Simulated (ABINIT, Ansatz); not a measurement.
# CsH (F-43m): third-order response, part 2 of 3

Aim: Raman and infrared lines of CsH (F-43m).

ABINIT 10.8.3; DFT LDA, scalar-relativistic, plane waves, PseudoDojo norm-conserving pseudopotentials.

So far. Step 5 (Zone-centre response): The acoustic modes at Γ come out as far as 0.1 cm⁻¹ from zero, where they should vanish, a small numerical error; the Born charges miss their sum rule by 5.3e-5 e, which is good. The relaxed cell has a = 6.685 Å (conventional setting).

The structure was built from a prototype and need not be the compound's stable phase.

## 6. Zone-centre analysis

anaddb reads the merged derivatives, imposes the acoustic sum rule and charge neutrality, and adds the LO-TO term along chosen directions.

File anaddb.abi:

```
ddb_filepath "gamma_DDB"
output_file "anaddb.abo"
outdata_prefix "anaddb"
asr 1
chneut 1
enunit 2
eivec 1
nph1l 1
qph1l 0.0 0.0 0.0 1.0
dieflag 1
nph2l 3
qph2l 
    1.0 0.0 0.0 0.0
    0.0 0.0 1.0 0.0
    1.0 1.0 1.0 0.0
nlflag 1
ramansr 1
alphon 1
prtmbm 1
```

File mrgddb.in:

```
gamma_DDB
merged
3
dfpt_gammao_DS2_DDB
dfpt_gammao_DS3_DDB
gso_DDB
```

On the command line:

```console
$ mrgddb < mrgddb.in > mrgddb.log
$ OMP_NUM_THREADS=1 anaddb anaddb.abi > anaddb.log
```

anaddb.abo, the main output file:

```text
[banners, grids, parts of the stress and lines that vanish by symmetry left out]
-outvars_anaddb: echo values of input variables ----------------------

 Flags :
[...]
Dielectric Tensor and Effective Charges
[...]
Effective charge tensors after
[...]
1          1        0.000000000       -0.000000000       -0.000000000
[...]
1          2       -0.000000000        0.000000000        0.020854752
[...]
1          3        0.000000000        0.020854752        0.000000000
[...]
2          1       -0.000000000        0.000000000        0.000000000
[...]
2          2        0.000000000       -0.000000000       -0.020854752
[...]
2          3       -0.000000000       -0.020854752       -0.000000000
[...]
Phonon wavevector (reduced coordinates) :  0.00000  0.00000  0.00000
 Phonon energies in Hartree :
[...]
Phonon energies in meV     :
-  0.000000E+00  0.000000E+00  0.000000E+00  6.714144E+01  6.714144E+01
-  6.714144E+01
 Phonon frequencies in cm-1    :
-  0.000000E+00  0.000000E+00  0.000000E+00  5.415322E+02  5.415322E+02
-  5.415322E+02
 Phonon frequencies in Thz     :
-  0.000000E+00  0.000000E+00  0.000000E+00  1.623473E+01  1.623473E+01
-  1.623473E+01
 Phonon energies in Kelvin  :
-  0.000000E+00  0.000000E+00  0.000000E+00  7.791440E+02  7.791440E+02
-  7.791440E+02
[...]
-  1  0.00000000E+00  0.00000000E+00  2.02398821E-03
-     0.00000000E+00  0.00000000E+00  0.00000000E+00
-  2  0.00000000E+00  0.00000000E+00  2.02398823E-03
-     0.00000000E+00  0.00000000E+00  0.00000000E+00
[...]
-  1  0.00000000E+00 -2.02398821E-03  0.00000000E+00
-     0.00000000E+00  0.00000000E+00  0.00000000E+00
-  2  0.00000000E+00 -2.02398823E-03  0.00000000E+00
-     0.00000000E+00  0.00000000E+00  0.00000000E+00
[...]
-  1  2.02398821E-03  0.00000000E+00  0.00000000E+00
-     0.00000000E+00  0.00000000E+00  0.00000000E+00
-  2  2.02398823E-03  0.00000000E+00  0.00000000E+00
-     0.00000000E+00  0.00000000E+00  0.00000000E+00
[...]
-  1  0.00000000E+00  0.00000000E+00 -1.76260079E-04
-     0.00000000E+00  0.00000000E+00  0.00000000E+00
-  2 -9.55034606E-07 -1.35247903E-06  2.32413848E-02
-     0.00000000E+00  0.00000000E+00  0.00000000E+00
[...]
-  1  0.00000000E+00  1.76260078E-04  0.00000000E+00
-     0.00000000E+00  0.00000000E+00  0.00000000E+00
-  2 -2.12233038E-06 -2.32413847E-02 -1.35256623E-06
-     0.00000000E+00  0.00000000E+00  0.00000000E+00
[...]
-  1  1.76260079E-04  0.00000000E+00  0.00000000E+00
-     0.00000000E+00  0.00000000E+00  0.00000000E+00
-  2 -2.32413847E-02  2.12238596E-06 -9.54911096E-07
-     0.00000000E+00  0.00000000E+00  0.00000000E+00
[...]
-     1         -0.000000     0.000000    -0.000000     0.000000
-     2         -0.000000     0.000000    -0.000000     0.000000
-     3         -0.000000    -0.000000    -0.000000     0.000000
-     4          0.000000    -0.000000    -0.996521     0.996521
-     5         -0.000000     0.996521     0.000000     0.996521
-     6          0.996521    -0.000000     0.000000     0.996521
[...]
-   1     Real    0.0000E+00  0.0000E+00  0.0000E+00  0.0000E+00  0.0000E+00  0.0000E+00  0.0000E+00
[...]
-   2     Real    0.0000E+00  0.0000E+00  0.0000E+00  0.0000E+00  0.0000E+00  0.0000E+00  0.0000E+00
[...]
-   3     Real    0.0000E+00  0.0000E+00  0.0000E+00  0.0000E+00  0.0000E+00  0.0000E+00  0.0000E+00
[...]
-   4     Real    0.0000E+00  0.0000E+00  5.3644E-04  0.0000E+00  0.0000E+00  0.0000E+00  5.3644E-04
[...]
-   5     Real    0.0000E+00  5.3644E-04  0.0000E+00  0.0000E+00  0.0000E+00  0.0000E+00  5.3644E-04
[...]
-   6     Real    5.3644E-04  0.0000E+00  0.0000E+00  0.0000E+00  0.0000E+00  0.0000E+00  5.3644E-04
[...]
-        -0.000000000      -0.000000000       0.000000000
-        -0.000000000       0.000000000      -0.000000000
[...]
Phonon at Gamma, with non-analyticity in the
[...]
Phonon energies in Hartree :
[...]
Phonon energies in meV     :
-  0.000000E+00  0.000000E+00  0.000000E+00  6.714144E+01  6.714144E+01
-  8.919824E+01
 Phonon frequencies in cm-1    :
-  0.000000E+00  0.000000E+00  0.000000E+00  5.415322E+02  5.415322E+02
-  7.194323E+02
 Phonon frequencies in Thz     :
-  0.000000E+00  0.000000E+00  0.000000E+00  1.623473E+01  1.623473E+01
-  2.156804E+01
 Phonon energies in Kelvin  :
-  0.000000E+00  0.000000E+00  0.000000E+00  7.791440E+02  7.791440E+02
-  1.035103E+03
[...]
-  1  0.00000000E+00  0.00000000E+00  2.02398821E-03
[...]
-  2  0.00000000E+00  0.00000000E+00  2.02398823E-03
[...]
Phonon at Gamma, with non-analyticity in the
[...]
Phonon energies in Hartree :
[...]
Phonon energies in meV     :
-  0.000000E+00  0.000000E+00  0.000000E+00  6.714144E+01  6.714144E+01
-  8.919824E+01
 Phonon frequencies in cm-1    :
-  0.000000E+00  0.000000E+00  0.000000E+00  5.415322E+02  5.415322E+02
-  7.194323E+02
 Phonon frequencies in Thz     :
-  0.000000E+00  0.000000E+00  0.000000E+00  1.623473E+01  1.623473E+01
-  2.156804E+01
 Phonon energies in Kelvin  :
-  0.000000E+00  0.000000E+00  0.000000E+00  7.791440E+02  7.791440E+02
-  1.035103E+03
[...]
Phonon at Gamma, with non-analyticity in the
[...]
Phonon energies in Hartree :
[...]
Phonon energies in meV     :
-  0.000000E+00  0.000000E+00  0.000000E+00  6.714144E+01  6.714144E+01
-  8.919824E+01
 Phonon frequencies in cm-1    :
-  0.000000E+00  0.000000E+00  0.000000E+00  5.415322E+02  5.415322E+02
-  7.194323E+02
 Phonon frequencies in Thz     :
-  0.000000E+00  0.000000E+00  0.000000E+00  1.623473E+01  1.623473E+01
-  2.156804E+01
 Phonon energies in Kelvin  :
-  0.000000E+00  0.000000E+00  0.000000E+00  7.791440E+02  7.791440E+02
-  1.035103E+03
[...]
-  1  0.00000000E+00  2.02398821E-03  0.00000000E+00
[...]
-  2  0.00000000E+00  2.02398823E-03  0.00000000E+00
[...]
-  1  2.02398821E-03  0.00000000E+00  0.00000000E+00
[...]
-  2  2.02398823E-03  0.00000000E+00  0.00000000E+00
[...]
-  1  3.07273499E-05  1.06397075E-04 -1.37124425E-04
[...]
-  2 -4.05166142E-03 -1.40293558E-02  1.80810172E-02
[...]
-  1  1.40597204E-04 -9.69092675E-05 -4.36879362E-05
[...]
-  2 -1.85389325E-02  1.27783080E-02  5.76062454E-03
[...]
-         0.000000000      -0.000000000      -0.000000000
-         0.000000000      -0.000000000      -0.000000000
[...]
-        -0.000000000      -0.008530544       0.006618988
-        -0.008530544       0.000000000       0.001911556
-         0.006618988       0.001911556      -0.000000000
[...]
-         0.000000000      -0.002717837      -0.006028749
-        -0.002717837      -0.000000000       0.008746586
-        -0.006028749       0.008746586      -0.000000000
[...]
Direction                     Dielectric constant
[...]
0.00000   0.00000   1.00000      5.06777955
   1.00000   1.00000   1.00000      5.06777955
-
```

It took 0.72 s on 1 thread of Arm Neoverse V2, shared host.

Read from the output:

```
miss of the charge sum rule          : 5.30e-5 e
mean static dielectric constant      : 5.068
highest mode moved by the LO-TO term : 719.4 cm⁻¹
```

No LO-TO term; unit eigenvectors of the mass-weighted matrix, from anaddb's displacements. Modes at Γ, with each element's share of the kinetic energy:

```csv
mode,frequency (cm⁻¹),symmetry,Cs %,H %
1,0.0,acoustic,99,1
2,0.0,acoustic,99,1
3,0.0,acoustic,99,1
4,541.5,T2,1,99
5,541.5,T2,1,99
6,541.5,T2,1,99
```

Displacements in mode 5 (541.5 cm⁻¹), the largest set to 1:
```
Cs1  0.00  0.01  0.00
H2   0.00 -1.00  0.00
```

Trace of the oscillator strength, degenerate modes summed. Infrared lines, with heights relative to the strongest:

```csv
position (cm⁻¹),lines merged,"IR intensity, relative"
542,3,100
```

From anaddb's Raman susceptibilities, degenerate modes summed; transverse modes, the longitudinal lines of polar modes are not listed. Lines of the Raman spectrum (strongest = 100):

```csv
position (cm⁻¹),lines merged,"Raman activity (Å⁴/amu), powder, relative"
542,3,100
```

Static dielectric tensor (ions relaxed, fixed cell):

```
5.07 0.00 0.00
0.00 5.07 0.00
0.00 0.00 5.07
```

Non-linear optical d (pm/V). Tensor:

```csv
field along,xx,yy,zz,yz,xz,xy
x,0,0,0,22.75,0,0
y,0,0,0,0,22.75,0
z,0,0,0,0,0,22.75
```

The rule moves no optical mode by more than 0.1 cm⁻¹.

## 7. Sum rules set otherwise (asr 0)

Without the rule the raw error of the acoustic modes shows.

anaddb.abi: that of step 6 with these lines changed.

```diff
@@ -3,4 +3,4 @@
 outdata_prefix "anaddb"
-asr 1
-chneut 1
+asr 0
+chneut 0
 enunit 2
```

mrgddb.in is that of step 6.

anaddb.abo, the main output file:

```text
[banners, grids, parts of the stress and lines that vanish by symmetry left out]
-outvars_anaddb: echo values of input variables ----------------------

 Flags :
[...]
Dielectric Tensor and Effective Charges
[...]
Effective charge tensors after
[...]
1          1        0.000000000       -0.000000000       -0.000000000
[...]
1          2       -0.000000000        0.000000000        0.020854752
[...]
1          3        0.000000000        0.020854752        0.000000000
[...]
2          1       -0.000000000        0.000000000        0.000000000
[...]
2          2        0.000000000       -0.000000000       -0.020854752
[...]
2          3       -0.000000000       -0.020854752       -0.000000000
[...]
Phonon wavevector (reduced coordinates) :  0.00000  0.00000  0.00000
 Phonon energies in Hartree :
[...]
Phonon energies in meV     :
-  1.035032E-02  1.035039E-02  1.035058E-02  6.714144E+01  6.714144E+01
-  6.714144E+01
 Phonon frequencies in cm-1    :
-  8.348096E-02  8.348149E-02  8.348307E-02  5.415323E+02  5.415323E+02
-  5.415323E+02
 Phonon frequencies in Thz     :
-  2.502696E-03  2.502712E-03  2.502760E-03  1.623473E+01  1.623473E+01
-  1.623473E+01
 Phonon energies in Kelvin  :
-  1.201105E-01  1.201112E-01  1.201135E-01  7.791441E+02  7.791441E+02
-  7.791441E+02
[...]
-  1  0.00000000E+00  0.00000000E+00  2.02398822E-03
-     0.00000000E+00  0.00000000E+00  0.00000000E+00
-  2  0.00000000E+00  0.00000000E+00  2.02398798E-03
-     0.00000000E+00  0.00000000E+00  0.00000000E+00
[...]
-  1  4.99601640E-07 -2.02398815E-03  0.00000000E+00
-     0.00000000E+00  0.00000000E+00  0.00000000E+00
-  2  4.99601582E-07 -2.02398792E-03  0.00000000E+00
-     0.00000000E+00  0.00000000E+00  0.00000000E+00
[...]
-  1  2.02398815E-03  4.99601628E-07  0.00000000E+00
-     0.00000000E+00  0.00000000E+00  0.00000000E+00
-  2  2.02398792E-03  4.99601570E-07  0.00000000E+00
-     0.00000000E+00  0.00000000E+00  0.00000000E+00
[...]
-  1  0.00000000E+00  0.00000000E+00  1.76260057E-04
-     0.00000000E+00  0.00000000E+00  0.00000000E+00
-  2 -1.52568780E-06 -1.24564889E-06 -2.32413848E-02
-     0.00000000E+00  0.00000000E+00  0.00000000E+00
[...]
-  1  0.00000000E+00 -1.76260045E-04  0.00000000E+00
-     0.00000000E+00  0.00000000E+00  0.00000000E+00
-  2 -8.57653360E-06  2.32413832E-02 -1.24508580E-06
-     0.00000000E+00  0.00000000E+00  0.00000000E+00
[...]
-  1  1.76260045E-04  0.00000000E+00  0.00000000E+00
-     0.00000000E+00  0.00000000E+00  0.00000000E+00
-  2 -2.32413832E-02 -8.57645183E-06  1.52614736E-06
-     0.00000000E+00  0.00000000E+00  0.00000000E+00
[...]
-     1         -0.000000    -0.000000     0.000038     0.000038
-     2          0.000000    -0.000038    -0.000000     0.000038
-     3          0.000038     0.000000    -0.000000     0.000038
-     4         -0.000000    -0.000000     0.996495     0.996495
-     5         -0.000000    -0.996495     0.000000     0.996495
-     6          0.996495     0.000000     0.000000     0.996495
[...]
-   1     Real    0.0000E+00  0.0000E+00  1.1706E-14  0.0000E+00  0.0000E+00  0.0000E+00  1.1706E-14
[...]
-   2     Real    0.0000E+00  1.1706E-14  0.0000E+00  0.0000E+00  0.0000E+00  0.0000E+00  1.1706E-14
[...]
-   3     Real    1.1706E-14  0.0000E+00  0.0000E+00  0.0000E+00  0.0000E+00  0.0000E+00  1.1706E-14
[...]
-   4     Real    0.0000E+00  0.0000E+00  5.3641E-04  0.0000E+00  0.0000E+00  0.0000E+00  5.3641E-04
[...]
-   5     Real    0.0000E+00  5.3641E-04  0.0000E+00  0.0000E+00  0.0000E+00  0.0000E+00  5.3641E-04
[...]
-   6     Real    5.3641E-04  0.0000E+00  0.0000E+00  0.0000E+00  0.0000E+00  0.0000E+00  5.3641E-04
[...]
-         0.000000000       0.000000000      -0.000000000
-         0.000000000      -0.000000000       0.000000000
[...]
Phonon at Gamma, with non-analyticity in the
[...]
Phonon energies in Hartree :
[...]
Phonon energies in meV     :
-  1.035032E-02  1.035039E-02  1.035264E-02  6.714144E+01  6.714144E+01
-  8.919721E+01
 Phonon frequencies in cm-1    :
-  8.348096E-02  8.348149E-02  8.349968E-02  5.415323E+02  5.415323E+02
-  7.194241E+02
 Phonon frequencies in Thz     :
-  2.502696E-03  2.502712E-03  2.503258E-03  1.623473E+01  1.623473E+01
-  2.156779E+01
 Phonon energies in Kelvin  :
-  1.201105E-01  1.201112E-01  1.201374E-01  7.791441E+02  7.791441E+02
-  1.035091E+03
[...]
-  1  0.00000000E+00  0.00000000E+00  2.02398822E-03
[...]
-  2  0.00000000E+00  0.00000000E+00  2.02398798E-03
[...]
Phonon at Gamma, with non-analyticity in the
[...]
Phonon energies in Hartree :
[...]
Phonon energies in meV     :
-  1.035039E-02  1.035058E-02  1.035238E-02  6.714144E+01  6.714144E+01
-  8.919721E+01
 Phonon frequencies in cm-1    :
-  8.348149E-02  8.348307E-02  8.349757E-02  5.415323E+02  5.415323E+02
-  7.194241E+02
 Phonon frequencies in Thz     :
-  2.502712E-03  2.502760E-03  2.503194E-03  1.623473E+01  1.623473E+01
-  2.156779E+01
 Phonon energies in Kelvin  :
-  1.201112E-01  1.201135E-01  1.201344E-01  7.791441E+02  7.791441E+02
-  1.035091E+03
[...]
Phonon at Gamma, with non-analyticity in the
[...]
Phonon energies in Hartree :
[...]
Phonon energies in meV     :
-  1.035035E-02  1.035050E-02  1.035249E-02  6.714144E+01  6.714144E+01
-  8.919721E+01
 Phonon frequencies in cm-1    :
-  8.348120E-02  8.348243E-02  8.349850E-02  5.415323E+02  5.415323E+02
-  7.194241E+02
 Phonon frequencies in Thz     :
-  2.502703E-03  2.502740E-03  2.503222E-03  1.623473E+01  1.623473E+01
-  2.156779E+01
 Phonon energies in Kelvin  :
-  1.201108E-01  1.201126E-01  1.201357E-01  7.791441E+02  7.791441E+02
-  1.035091E+03
[...]
-  1  1.57466053E-03 -1.07037890E-03 -6.86484918E-04
[...]
-  2  1.57465892E-03 -1.07038020E-03 -6.86486261E-04
[...]
-  1  1.25609915E-03  1.13921876E-03  1.10495357E-03
[...]
-  2  1.25612634E-03  1.13924596E-03  1.10498077E-03
[...]
-  1  3.07178066E-05  1.06403637E-04 -1.37121444E-04
[...]
-  2 -4.05040356E-03 -1.40302228E-02  1.80806263E-02
[...]
-  1  1.40599271E-04 -9.69020362E-05 -4.36972345E-05
[...]
-  2 -1.85392074E-02  1.27773561E-02  5.76185131E-03
[...]
-        -0.000000038       0.000000000      -0.000000038
-        -0.000000038      -0.000000038       0.000000000
[...]
-        -0.000000000      -0.008530359       0.006619397
-        -0.008530359       0.000000000       0.001910962
-         0.006619397       0.001910962      -0.000000000
[...]
-         0.000000000      -0.002718416      -0.006028300
-        -0.002718416      -0.000000000       0.008746716
-        -0.006028300       0.008746716      -0.000000000
[...]
Direction                     Dielectric constant
[...]
0.00000   0.00000   1.00000      5.06766255
   1.00000   1.00000   1.00000      5.06766255
-
```

Wall time 0.7 s (1 thread).

Zone-centre frequencies as printed; negative means imaginary. Modes:

```csv
mode,frequency (cm⁻¹)
1,0.08
2,0.08
3,0.08
4,541.5
5,541.5
6,541.5
```

(Continued in part 3 of 3.)

[Host names and launcher messages were left out of these logs when they were recorded.]

[Logs are printed without paths, hosts, clocks, repeated set-up lines and the standing remarks that a program may print on its own settings, such as how far it seeks lower states.]

[Hosts, paths, dates, database ids (printed as entryN), source tags and the programs' standing remarks are cut or masked in the printed files.]
